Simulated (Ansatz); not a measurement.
# Decaying states in the gap of CsRb2I3, part 3 of 3

A new crystal, CsRb2I3: structure, gap and complex bands. It is built by putting I for Br, Rb for Li in the CsLi2Br3 structure of space group Immm, with the volume rescaled by atomic radii. The parent structure comes from the Materials Project.

Ansatz 0.2.0; r2SCAN DFT, plane waves, PAW files (the session's first sound run).

So far, gap on path (eV): step 3 (the bulk crystal and its band edges) 3.71.

The structure was built from a prototype and need not be the compound's stable phase.

## 5. Band edges at another level, cutoff 1230 eV

This step: r2SCAN DFT, plane waves, norm-conserving files (Ansatz 0.2.0).

The edges again with norm-conserving files, at the same atoms. Against that run the cutoff is 1230 eV against 500.

input.yaml

```yaml
crystal:
  lattice:
    - [-2.5058242674, 3.5639319593, 9.3408135329]
    - [2.5058242674, -3.5639319593, 9.3408135329]
    - [2.5058242674, 3.5639319593, -9.3408135329]
  atoms:
    - { symbol: Cs, position: [0.0, 0.5, 0.5] }
    - { symbol: Rb, position: [0.3116035771, 0.8116035771, 0.5] }
    - { symbol: Rb, position: [0.6883964229, 0.1883964229, 0.5] }
    - { symbol: I, position: [0.8294977769, 0.8294977769, 0.0] }
    - { symbol: I, position: [0.1705022231, 0.1705022231, 0.0] }
    - { symbol: I, position: [0.5, 0.0, 0.5] }
kpoints:
  mp_grid: { grid: [6, 6, 6] }
  band_path: { path: [VBM, CBM], npoints: 30 }
scf:
  occupations: { method: fixed }
hamiltonian:
  xc: r2scan
  pseudopotentials: { kind: nc }
output:
  eigenvalues: true
```

Run with:

```
ansatz run input.yaml --threads 2 --pin off --max-ram 4096MiB --backend cpu --events-out ev --progress --plain --runs-dir out
```

Log:

```text
[...]
Crystal: 6 atoms, lattice volume = 333.676 Å³
Basis set: ecut = 1230 eV, 32703 PW (Γ), FFT grids on a1+a3, a2+a3, a3
Bands: 47, of which v1, the nominal top of the filled ones, is band 39 counted from 1 (38 counted from 0)
Symmetry: 8 space group operations
[...]
k-points: 46 of 216
[...]
SCF iter   1: F=—  HF=-12484.509925 eV  |F-HF|=—  |Δ(HF+E_count)|=         —  Δρ=3.33e-2  dr2=8.28e0  dr2_τ=2.82e0  ethr=3.10e-3  ⟨swp⟩=9.1  Hψ=9311  notcnv=0  defer=253
[...]
SCF iter   9: F=-12480.963476 eV  HF=-12480.963476 eV  |F-HF|=5.30e-9  |Δ(HF+E_count)|=   1.83e-7  Δρ=1.44e-6  dr2=6.64e-9  dr2_τ=5.32e-8  ethr=1.25e-10  ⟨swp⟩=4.9  Hψ=6682  notcnv=0
SCF 1 converged in 9 iterations: F = -12480.963476 eV  dr2 = 6.64e-9
[...]
SCF converged after 9 iterations
Free energy (F): -12480.963476 eV
[...]
Internal energy: -12480.963476 eV  (E = F + TS)
E sigma→0 (E₀):  -12480.963476 eV
Fermi energy:    1.964586 eV
[...]
--- Band table (eV; the first three rows and the last of 46) ---
  k-point 0: bands = [... 35 lower, 1.2989, 1.5346, 1.6994, 1.9646, 5.6790, 6.8439, 7.0935, 7.3613, ... 4 higher]
  k-point 1: bands = [... 35 lower, 1.1031, 1.5346, 1.6242, 1.7670, 6.2719, 7.0414, 7.5048, 7.6440, ... 4 higher]
  k-point 2: bands = [... 35 lower, 1.0030, 1.4502, 1.5419, 1.6470, 6.8878, 7.2008, 7.7228, 8.0986, ... 4 higher]
  k-point 45: bands = [... 35 lower, 1.2588, 1.3439, 1.6292, 1.9535, 6.3244, 6.4642, 6.8734, 7.6657, ... 4 higher]
```

It took 9 min on 2 threads of Arm Neoverse V2, shared host; peak memory 2.9 GiB; 16 min of CPU time.

Numbers from this step:

```
free energy  : -12480.9635 eV
Fermi energy : 1.965 eV
```

Levels at VBM (eV): -7.66, -7.65, -7.60, -1.27, -1.14, -1.07, -0.98, -0.77, -0.67, -0.43, -0.27, 0.00, 3.71, 4.88, 5.13, 5.40, 5.93, 6.53, 6.75, 6.82.

The searched edges give 3.71 eV, as on the mesh.

## 6. Complex bands at another level

This step: r2SCAN DFT, plane waves, norm-conserving files; complex bands by layer matching along the plane's normal (Ansatz 0.2.0).

The complex bands at that level, over its own gap, at (0, 0) and (0.5, 0).

input.yaml

```yaml
crystal:
  lattice:
    - [5.011648535, 0.0, 0.0]
    - [0.0, 7.127863919, 0.0]
    - [2.505824267, 3.563931959, 9.340813533]
  atoms:
    - { symbol: Cs, position: [0.5, 0.0, 0.0] }
    - { symbol: Rb, position: [0.1883964229, 0.6883964229, 0.6232071542] }
    - { symbol: Rb, position: [0.8116035771, 0.3116035771, 0.3767928458] }
    - { symbol: I, position: [0.1705022231, 0.1705022231, 0.6589955538] }
    - { symbol: I, position: [0.8294977769, 0.8294977769, 0.3410044462] }
    - { symbol: I, position: [0.0, 0.5, 0.0] }
kpoints:
  mp_grid: { grid: [6, 6, 6] }
scf:
  occupations: { method: fixed }
hamiltonian:
  xc: r2scan
  pseudopotentials: { kind: nc }
output:
  eigenvalues: true
  transmission:
    leads: [[0, 0]]
    kpoints: [[0.0, 0.0], [0.5, 0.0]]
    e_range: [-1.0, 4.71]
    de: 0.1
```

Log:

```text
Engine: ansatz 0.2.0, aarch64-unknown-linux-gnu
Pseudopotentials: kind: nc
Pseudopotential: Cs, nc, valence charge 9, recommended cutoff 550 eV (normal), Cs.nc.azcp
Pseudopotential: Rb, nc, valence charge 9, recommended cutoff 840 eV (normal), Rb.nc.azcp
Pseudopotential: I, nc, valence charge 17, recommended cutoff 1230 eV (normal), I.nc.azcp
Functional definition: r2SCAN
  parameter k0 = 0.174
  parameter k1 = 0.065
  parameter a1 = 4.9479
  exchange = r2scan_x(k0 = k0, k1 = k1, a1 = a1)
  correlation = r2scan_c
Error: memory limit exceeded: the `transmission` phase of `transmission` needs 13.19 GiB against the run's memory maximum of 4.00 GiB; largest carriers: transmission 12.71 GiB, unmodelled-tail allowance 0.30 GiB, source scf tables 0.16 GiB, source scf state 0.01 GiB; the layers of output.transmission grow with the square of the cell's cross-section: a lower cutoff or a narrower output.transmission.e_range takes less, and so, most of all in a narrow cell, does a wider de; where no e_range is typed, a fill by count is planned with a gap of 40 thermal energies
with nothing else changed it takes a maximum of at least 13.19 GiB, with nothing to spare, and 14.51 GiB leaves up to a tenth: --max-ram 14.51GiB where that set the maximum, else more of the term that did, and with no share typed, where 14.51 GiB is over 0.88 of the host's memory or its container's limit, a share of 0.88 or more that holds the maximum too (--max-ram-frac F), where one does; The budget is ten eleventh [...]
`transmission` follows the SCF: where the deck gives it k-points, a mesh or a band count of its own, those are what to reduce (not on a resume, whose deck is fixed)
```

Elapsed: 0.9 s, on 2 threads; peak memory 0.29 GiB.

The program refused the input before any cycle.

The program's message: “Error: memory limit exceeded: the `transmission` phase of `transmission` needs 13.19 GiB against the run's memory maximum of 4.00 GiB; largest carriers: transmission 12.71 GiB, unmodelled-tail allowan …”

## 7. Summary of results

- band gap: 3.71 eV
- least decay constant at mid-gap, normal to (001): 0.333 Å⁻¹

What this shows: With r2SCAN, the slowest decay at the wavevectors tried is κ = 0.333 Å⁻¹, normal to (001). Through such a film the transmission near mid-gap falls as exp(−2κd), a factor of ten every 3.5 Å. A free electron under a barrier of half the gap would need a mass of 0.23 mₑ to decay at this rate. The compound is made up by substitution; its stability against other phases and against distortions of the cell's symmetry was not tested. r2SCAN still narrows gaps, if less than LDA and GGA do, while spin-orbit coupling, left out here, narrows them in compounds of heavy elements, so the error in κ can go either way.

[Logs are printed without paths, hosts, clocks, repeated set-up lines and the standing remarks that a program may print on its own settings, such as how far it seeks lower states.]

[Hosts, paths, dates, database ids (printed as entryN), source tags and the programs' standing remarks are cut or masked in the printed files.]
